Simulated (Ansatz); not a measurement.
# HfPbSO2 (built on the sites of a database entry of HfPbO3): relaxing the cell for a phonon run

Wanted: the relaxed cell of HfPbSO2 (built on the sites of a database entry of HfPbO3).

Calculated with Ansatz 0.2.0; DFT PBEsol, scalar-relativistic, plane waves, PAW.

The structure was built from a prototype and need not be the compound's stable phase.

### 1. The starting structure

Symmetry: P4/mmm, No. 123, tetragonal system. The conventional cell has a = 4.255 Å, b = 4.255 Å, c = 4.255 Å, α = 90.00°, β = 90.00°, γ = 90.00°. Hf has 4 O at 2.13 Å and 2 S at 2.13 Å nearest. Pb has 4 S at 3.01 Å and 8 O at 3.01 Å nearest. Nearest to S lie 2 Hf at 2.13 Å and 4 Pb at 3.01 Å. Nearest to O lie 2 Hf at 2.13 Å. Farther neighbours and most contacts between anions are not listed.

As a file:

```cif
data_structure
_symmetry_space_group_name_H-M 'P 1'
_symmetry_Int_Tables_number 1
_cell_length_a 4.2554
_cell_length_b 4.2554
_cell_length_c 4.2554
_cell_angle_alpha 90.000
_cell_angle_beta 90.000
_cell_angle_gamma 90.000
_cell_volume 77.06
loop_
_atom_site_label
_atom_site_type_symbol
_atom_site_fract_x
_atom_site_fract_y
_atom_site_fract_z
_atom_site_occupancy
Hf1 Hf 0.50000 0.50000 0.50000 1
Pb2 Pb 0.00000 0.00000 0.00000 1
S3 S 0.00000 0.50000 0.50000 1
O4 O 0.50000 0.00000 0.50000 1
O5 O 0.50000 0.50000 0.00000 1
```

### 2. A coarse first look

A quick single point on a coarse mesh tells whether the cell has a gap and how far it is from rest, which sets the k mesh and smearing that follow.

The input, input.yaml:

```yaml
crystal:
  lattice:
    - [4.25543, 0.0, 0.0]
    - [0.0, 4.25543, 0.0]
    - [0.0, 0.0, 4.25543]
  atoms:
    - { symbol: Hf, position: [0.5, 0.5, 0.5] }
    - { symbol: Pb, position: [0.0, 0.0, 0.0] }
    - { symbol: S, position: [0.0, 0.5, 0.5] }
    - { symbol: O, position: [0.5, 0.0, 0.5] }
    - { symbol: O, position: [0.5, 0.5, 0.0] }
kpoints:
  mp_grid: { grid: [4, 4, 4] }
hamiltonian:
  xc: pbesol
scf:
  occupations: { method: gaussian, width: 0.1 }
output:
  forces: true
  stress: true
  eigenvalues: true
```

Run with:

```console
ansatz run input.yaml --threads 8 --pin off --max-ram 14336MiB --backend cpu --events-out ev --progress --plain --runs-dir out
```

Numbers of over 12 decimals in the logs are rounded to 6 here.

The log of the run:

```text
Engine: ansatz 0.2.0, x86_64-unknown-linux-gnu
Pseudopotentials: kind: paw
Pseudopotential: Hf, paw, valence charge 26, recommended cutoff 420 eV (normal), Hf.paw.azcp
Pseudopotential: Pb, paw, valence charge 14, recommended cutoff 420 eV (normal), Pb.paw.azcp
Pseudopotential: S, paw, valence charge 6, recommended cutoff 420 eV (normal), S.paw.azcp
[...]
k-point 0: bands = [... 25 lower, 10.8767, 11.2729, 11.2729, 12.8449, 13.8439, 13.8439, 15.4121, 17.6268, ... 2 higher]
  k-point 1: bands = [... 25 lower, 10.6966, 10.7088, 11.3442, 12.5560, 13.8614, 15.0616, 15.5015, 15.8888, ... 2 higher]
  k-point 2: bands = [... 25 lower, 10.5349, 11.4880, 11.9050, 12.4981, 13.5692, 13.8792, 15.4536, 15.7766, ... 2 higher]
  k-point 17: bands = [... 25 lower, 8.0773, 11.6604, 12.1088, 12.1088, 16.8848, 17.0667, 17.0667, 19.0296, ... 2 higher]
[key lines of the parts left out:]
SCF converged after 7 iterations
Free energy (F): -29361.630412 eV
Fermi energy:    13.202420 eV
P = ⅓ Tr σ = 20.5626 GPa (205.626 kbar)
```

The job ended after 1.2 s (8 threads of AMD EPYC 9R45, shared host; peak memory 0.51 GiB).

A gap read on the k-mesh alone can miss the band edges.

Numbers from this step:

- pressure: 20.56 GPa
- volume per atom: 15.41 Å³
- gap on the k-mesh: 0.7244 eV
- direct gap on mesh: 0.9990 eV

The coarse mesh shows a gap of 0.72 eV and a pressure of 20.6 GPa.

### 3. Rough relaxation

The start is far from rest, so a relaxation with loose tolerances brings it close first.

Edit input.yaml of step 2 so:

```diff
@@ -12,3 +12,3 @@
 kpoints:
-  mp_grid: { grid: [4, 4, 4] }
+  mp_grid: { grid: [6, 6, 6] }
 hamiltonian:
@@ -21 +21,6 @@
   eigenvalues: true
+relax:
+  adjacent_minimum: "off"
+  f_tol: 0.05
+  max_steps: 80
+  cell: { stress_tol: 0.5 }
```

The log of the run:

```text
[...]
Crystal: 5 atoms, lattice volume = 77.060 Å³
Basis set: ecut = 420 eV, 1503 PW (Γ), exchange–correlation on 60×60×60 points (8 copies of the dense FFT grid, shifted against one another)
Bands: 35, of which v1, the nominal top of the filled ones, is band 29 counted from 1 (28 counted from 0)
Symmetry: 16 space group operations
[...]
k-points: 40 of 216
[...]
F+E_penalty+E_count = -29364.43061659 eV   max|allowed force component| = 1.313e-29 eV/Å   (the final SCF, on the basis selected at the relaxed cell)
  cell:  # Å, volume = 85.7692 Å³
    - [5.109709, 0, 0.0]
    - [0, 4.097017, 0]
    - [0.0, 0, 4.097017]
  atoms:
    - { symbol: Hf, position: [0.5, 0.5, 0.5] }
    - { symbol: Pb, position: [0, 0, 0.0] }
    - { symbol: S, position: [0, 0.5, 0.5] }
    - { symbol: O, position: [0.5, 0, 0.5] }
    - { symbol: O, position: [0.5, 0.5, 0.0] }
[key lines of the parts left out:]
SCF converged after 5 iterations
Free energy (F): -29364.430617 eV
Fermi energy:    11.333421 eV
P = ⅓ Tr σ = 0.0001 GPa (0.001 kbar)
```

The job ended after 5 s (8 threads; peak memory 0.62 GiB).

Step by step:

| step | energy less that of the first step (eV) | largest force component (eV/Å) | pressure (GPa) | volume (Å³) |
| --- | --- | --- | --- | --- |
| 1 | 0.0000 | 0.0000 | 20.23 | 77.06 |
| 2 | -1.3530 | 0.0000 | 9.54 | 80.08 |
| 3 | -2.2046 | 0.0000 | 6.64 | 80.54 |
| 4 | -2.5448 | 0.0000 | -0.09 | 84.03 |
| 5 | -2.6175 | 0.0000 | -0.23 | 84.54 |
| 6 | -2.6183 | 0.0000 | 0.03 | 84.36 |
| 7* | -2.7367 | 0.0000 | 1.51 | 84.36 |
| 8 | -2.7505 | 0.0000 | 0.35 | 85.43 |
| 9 | -2.7506 | 0.0000 | -0.01 | 85.77 |
| 10* | -2.7540 | 0.0000 | 0.00 | 85.77 |

Relaxation steps marked * repeat the geometry before them on a plane-wave basis chosen anew for their cell, so energy and pressure can jump there.

Forces are held to the 16 operations that the run works with; a distortion that breaks them can't arise in this run.

| cell as run | before | after | change |
| --- | --- | --- | --- |
| a (Å) | 4.255 | 5.110 | +20.1 % |
| b (Å) | 4.255 | 4.097 | -3.7 % |
| c (Å) | 4.255 | 4.097 | -3.7 % |
| volume (Å³/atom) | 15.41 | 17.15 | +11.3 % |

The relaxed structure:

```xyz
5
Lattice="5.1097 0.0000 0.0000 0.0000 4.0970 0.0000 0.0000 0.0000 4.0970" Properties=species:S:1:pos:R:3 pbc="T T T"
Hf    2.5549    2.0485    2.0485
Pb    0.0000    0.0000    0.0000
S     0.0000    2.0485    2.0485
O     2.5549    0.0000    2.0485
O     2.5549    2.0485    0.0000
```

Numbers from this step:

| Property | Result |
| --- | --- |
| pressure | 8.29e-5 GPa |
| gap on the k-mesh | 1.334 eV |
| volume per atom | 17.15 Å³ |
| direct gap on mesh | 1.382 eV |

In this step the volume went from 15.41 to 17.15 Å³/atom.

### 4. Relaxation

The cell and atoms are relaxed, since residual forces and stress would shift the frequencies.

The input, input.yaml:

```yaml
crystal:
  lattice:
    - [5.1097085478, 0.0, 0.0]
    - [0.0, 4.0970167225, 0.0]
    - [0.0, 0.0, 4.0970167225]
  atoms:
    - { symbol: Hf, position: [0.5, 0.5, 0.5] }
    - { symbol: Pb, position: [0.0, 0.0, 0.0] }
    - { symbol: S, position: [0.0, 0.5, 0.5] }
    - { symbol: O, position: [0.5, 0.0, 0.5] }
    - { symbol: O, position: [0.5, 0.5, 0.0] }
kpoints:
  mp_grid: { grid: [6, 6, 6] }
hamiltonian:
  xc: pbesol
scf:
  occupations: { method: gaussian, width: 0.02 }
output:
  forces: true
  stress: true
  eigenvalues: true
  write_density: true
  write_potential: true
  elf: true
  volumetric_format: npy
relax:
  adjacent_minimum: "off"
  f_tol: 0.005
  max_steps: 80
  cell: { stress_tol: 0.05 }
```

The log of the run:

```text
[...]
Crystal: 5 atoms, lattice volume = 85.769 Å³
Basis set: ecut = 420 eV, 1673 PW (Γ), exchange–correlation on 72×60×60 points (8 copies of the dense FFT grid, shifted against one another)
Bands: 35, of which v1, the nominal top of the filled ones, is band 29 counted from 1 (28 counted from 0)
[... 1 set-up line as in the run before ...]
[...]
k-points: 40 of 216
[...]
SCF iter   1: F=—  HF=-29364.463195 eV  |F-HF|=—  |Δ(HF+E_count)|=         —  Δρ=1.18e-2  dr2=1.18e-1  ethr=1.77e-3  ⟨swp⟩=6.8  Hψ=5715  notcnv=0
[...]
SCF iter   8: F=-29364.430617 eV  HF=-29364.430617 eV  |F-HF|=2.52e-8  |Δ(HF+E_count)|=   3.06e-7  Δρ=5.26e-6  dr2=2.86e-8  ethr=1.72e-10  ⟨swp⟩=11.5  Hψ=10450  notcnv=0
SCF 1 converged in 8 iterations: F = -29364.430617 eV  dr2 = 2.86e-8
[...]
relax step   1: F+E_penalty+E_count = -29364.43061659 eV  Δ(F+E_penalty+E_count) = +0.000e0 eV  max|allowed force component| = 9.940e-30 eV/Å  Δτ_max = 0.0000 Å  P = +0.000 GPa  Ω = 85.769 Å³  (8 SCF iters, dr2 threshold 1.00e-7 eV, accepted)
Crystal: 5 atoms, lattice volume = 85.794 Å³
[...]
SCF iter   4: F=-29364.430584 eV  HF=-29364.430584 eV  |F-HF|=4.52e-9  |Δ(HF+E_count)|=   1.76e-7  Δρ=4.22e-6  dr2=1.69e-8  ethr=2.92e-11  ⟨swp⟩=6.8  Hψ=9562  notcnv=0
SCF 2 converged in 4 iterations: F = -29364.430584 eV  dr2 = 1.69e-8
relax step   2: F+E_penalty+E_count = -29364.43058420 eV  Δ(F+E_penalty+E_count) = +3.239e-5 eV  max|allowed force component| = 1.156e-29 eV/Å  Δτ_max = 0.0000 Å  P = -0.009 GPa  Ω = 85.794 Å³  energy of the carried Pulay correction = -4.522e-5 eV  (4 SCF iters, dr2 threshold 1.69e-8 eV, accepted)
[...]
SCF iter   1: F=—  HF=-29364.430616 eV  |F-HF|=—  |Δ(HF+E_count)|=         —  Δρ=7.13e-6  dr2=2.30e-8  ethr=1.08e-7  ⟨swp⟩=3.4  Hψ=9686  notcnv=0
eigensolver tolerance schedule: the retry pair's looser diagonalisation over-reported the residual by 2719.25 of it (diagonalisation noise at 0.10 of the residual, at the tolerance the schedule requests for it); recorded, not acted on — ethr = c·dr2/N_el stays at c = 1.0e-1
[...]
SCF iter   2: F=—  HF=-29364.430643 eV  |F-HF|=—  |Δ(HF+E_count)|=   2.68e-5  Δρ=3.53e-6  dr2=7.94e-9  ethr=3.97e-11  ⟨swp⟩=3.0  Hψ=3585  notcnv=0
[...]
SCF iter   6: F=-29364.430643 eV  HF=-29364.430643 eV  |F-HF|=7.28e-12  |Δ(HF+E_count)|=  6.91e-11  Δρ=3.93e-8  dr2=2.16e-12  ethr=1.00e-12  ⟨swp⟩=5.9  Hψ=6300  notcnv=0
SCF 3 converged in 6 iterations: F = -29364.430643 eV  dr2 = 2.16e-12
relax step   3: F+E_penalty+E_count = -29364.43064330 eV  Δ(F+E_penalty+E_count) = -5.910e-5 eV  max|allowed force component| = 5.206e-29 eV/Å  Δτ_max = 0.0000 Å  P = -0.008 GPa  Ω = 85.794 Å³  stress off target by 1.14e-2 GPa  SCF on the basis re-selected at this cell (its energy is not comparable with the rows above)  (6 SCF iters)
[...]
SCF converged after 6 iterations
Free energy (F): -29364.430643 eV
[...]
Internal energy: -29364.430643 eV  (E = F + TS)
E sigma→0 (E₀):  -29364.430643 eV
Fermi energy:    11.329956 eV
[...]
--- Stress (GPa, compression-positive) ---
       -0.011423       0.000000       0.000000
        0.000000      -0.005988       0.000000
        0.000000       0.000000      -0.005988
  P = ⅓ Tr σ = -0.0078 GPa (-0.078 kbar)
--- Band table (eV; the first three rows and the last of 40) ---
  k-point 0: bands = [... 25 lower, 9.1743, 9.8775, 9.9122, 9.9122, 13.0176, 13.0176, 14.2469, 14.3101, ... 2 higher]
  k-point 1: bands = [... 25 lower, 9.0337, 9.4487, 9.7015, 9.7390, 13.0460, 13.5239, 14.2425, 14.7845, ... 2 higher]
  k-point 2: bands = [... 25 lower, 9.1156, 9.6061, 9.6607, 9.7048, 13.1045, 13.1884, 13.6355, 14.1267, ... 2 higher]
  k-point 39: bands = [... 25 lower, 6.6751, 9.2286, 9.2286, 10.5204, 14.3170, 16.2777, 16.2777, 16.7131, ... 2 higher]
--- Relaxed structure (2 steps of the walk, 2 accepted, 1 SCFs on fresh bases) ---
[...]
cell:  # Å, volume = 85.7937 Å³
    - [5.112430, 0, 0.0]
    - [0, 4.096510, 0.0]
    - [0.0, 0.0, 4.096510]
  atoms:
    - { symbol: Hf, position: [0.5, 0.500000, 0.500000] }
    - { symbol: Pb, position: [0, 0, 0.0] }
    - { symbol: S, position: [0, 0.500000, 0.500000] }
    - { symbol: O, position: [0.5, 0, 0.500000] }
    - { symbol: O, position: [0.5, 0.500000, 0.0] }
```

Elapsed: 1.6 s, on 8 threads; peak memory 0.63 GiB.

Little changed from the start: no atom moved by 0.005 Å and no cell edge by 0.1 %.

This step gave:

```yaml
pressure: -0.007800 GPa
volume_per_atom: 17.16 Å³
direct_gap_on_mesh: 1.381 eV
```

ELF in the ac plane at fractional y = 0.500, with atoms of Hf and S and O within 0.2 Å of it. It is the smooth field of the valence electrons, not physical close to the nuclei.

Ten even steps from '0' (0.04) to '9' (0.85), each cell a mean:
```
00015987973000
43102688751024
98620123211378
89941378621799
27952799952895
06963899953893
69951699832897
99730144311589
76311355421257
21004899972001
00015974883000
```
Columns run along a (5.1 Å), rows up along c (4.1 Å). Atoms in or near the plane, at fractional coordinates: Hf at (0.50, 0.50), S at (0.00, 0.50), O at (0.50, 0.00).

Electrostatic potential energy in the ac plane at fractional y = 0.500, with atoms of Hf and S and O within 0.2 Å of it. With pseudopotentials it is smooth inside the atoms' cores, unlike the true potential.

Ten even steps from '_' (-30 eV) to '@' (15 eV), each cell a mean:
```
@@@@@@@@@@##..__--@@@@@@@@@@
@@@@@@@@@@@@**++%%@@@@@@@@@@
%%%%@@@@%%##****##%%@@@@@@%%
::==%%%%##==....::**%%%%**--
....++%%**..______--####--..
::__++##++..__..__--####::..
..::##%%**--____..==##%%++..
++##%%@@%%**==--++##%%@@%%**
@@@@@@@@@@%%####%%@@@@@@@@@@
@@@@@@@@@@%%--::++@@@@@@@@@@
@@@@@@@@@@**____::%%@@@@@@@@
```
Columns run along a (5.1 Å; values clipped at the 3rd and 97th percentile), rows up along c (4.1 Å). Atoms in or near the plane, at fractional coordinates: Hf at (0.50, 0.50), S at (0.00, 0.50), O at (0.50, 0.00).

Valence density in the ac plane at fractional y = 0.500, with atoms of Hf and S and O within 0.2 Å of it. It is the smooth field of the valence electrons, not physical close to the nuclei.

Values in e/Å³, 11 rows by 14 columns, each cell a mean:
```
 0  0  0  0  0  1  4  5  3  1  0  0  0  0
 0  0  0  0  0  1  1  2  1  0  0  0  0  0
 0  0  0  0  0  0  1  1  1  0  0  0  0  0
 1  1  1  0  0  1  5  6  3  1  0  0  1  1
 1  1  1  0  1  5 17 22 10  2  0  1  1  1
 0  1  1  0  1  6 21 28 13  2  0  1  1  1
 1  1  1  0  0  3 10 13  6  1  0  0  1  1
 1  1  0  0  0  1  2  2  1  0  0  0  0  1
 0  0  0  0  0  0  1  1  1  0  0  0  0  0
 0  0  0  0  0  1  3  3  2  0  0  0  0  0
 0  0  0  0  0  1  5  7  3  1  0  0  0  0
```
Columns run along a (5.1 Å), rows up along c (4.1 Å). Atoms in or near the plane, at fractional coordinates: Hf at (0.50, 0.50), S at (0.00, 0.50), O at (0.50, 0.00).

In this step the volume went from 17.15 to 17.16 Å³/atom.

### 5. Tight relaxation

Phonons need a cell at rest on their own settings, so the relaxation is repeated with tight tolerances on forces and stress on the k mesh and occupations of the first response run.

The input, input.yaml:

```yaml
crystal:
  lattice:
    - [5.1124295265, 0.0, 0.0]
    - [0.0, 4.09651029, 0.0]
    - [0.0, 0.0, 4.09651029]
  atoms:
    - { symbol: Hf, position: [0.5, 0.5, 0.5] }
    - { symbol: Pb, position: [0.0, 0.0, 0.0] }
    - { symbol: S, position: [0.0, 0.5, 0.5] }
    - { symbol: O, position: [0.5, 0.0, 0.5] }
    - { symbol: O, position: [0.5, 0.5, 0.0] }
kpoints:
  mp_grid: { grid: [6, 8, 8] }
hamiltonian:
  xc: pbesol
scf:
  occupations: { method: fixed }
output:
  forces: true
  stress: true
  eigenvalues: true
relax:
  adjacent_minimum: "off"
  f_tol: 0.001
  max_steps: 60
  cell: { stress_tol: 0.01 }
```

The log of the run:

```text
[...]
Crystal: 5 atoms, lattice volume = 85.794 Å³
Basis set: ecut = 420 eV, 1673 PW (Γ), exchange–correlation on 72×60×60 points (8 copies of the dense FFT grid, shifted against one another)
Bands: 35, of which v1, the nominal top of the filled ones, is band 29 counted from 1 (28 counted from 0)
[... 1 set-up line as in the run before ...]
[...]
k-points: 60 of 384
[...]
--- Relaxed structure (3 steps of the walk, 3 accepted, 1 SCFs on fresh bases) ---
[...]
cell:  # Å, volume = 85.7755 Å³
    - [5.112178, 0, 0.0]
    - [0, 4.096177, 0]
    - [0.0, 0, 4.096177]
  atoms:
    - { symbol: Hf, position: [0.5, 0.500000, 0.500000] }
    - { symbol: Pb, position: [0, 0, 0.0] }
    - { symbol: S, position: [0, 0.500000, 0.500000] }
    - { symbol: O, position: [0.5, 0, 0.500000] }
    - { symbol: O, position: [0.5, 0.500000, 0.0] }
[key lines of the parts left out:]
SCF converged after 6 iterations
Free energy (F): -29364.433056 eV
Fermi energy:    10.665775 eV
P = ⅓ Tr σ = -0.0006 GPa (-0.006 kbar)
```

Elapsed: 2.6 s, on 8 threads; peak memory 0.66 GiB; 16 s of CPU time.

Little changed from the start: no atom moved by 0.005 Å and no cell edge by 0.1 %.

Numbers from this step:

```
pressure          : -5.83e-4 GPa
gap on the k-mesh : 1.335 eV
```

The forces vanish by symmetry and the pressure is -0.001 GPa, within the tolerances set. The cell now holds 17.16 Å³/atom.

### 6. What came out

* space group after relaxation (within 0.01 Å): P4/mmm
* lattice constant a: 4.096 Å
* lattice constant b: 4.096 Å
* lattice constant c: 5.112 Å
* volume per atom: 17.2 Å³
* gap on the k-mesh: 1.33 eV

What this shows: The forces vanish by symmetry and the pressure is -0.001 GPa, within the tolerances set. The cell now holds 17.16 Å³/atom. The relaxation keeps the symmetry of its start, so it says nothing on stability against lower symmetry. Spin-orbit coupling is left out, which can matter for the heavy elements here. The starting cell was built on a prototype and not taken from a measurement, so the phase need not exist.

[Logs are printed without paths, hosts, clocks, repeated set-up lines and the standing remarks that a program may print on its own settings, such as how far it seeks lower states.]

[Hosts, paths, dates, database ids (printed as entryN), source tags and the programs' standing remarks are cut or masked in the printed files.]
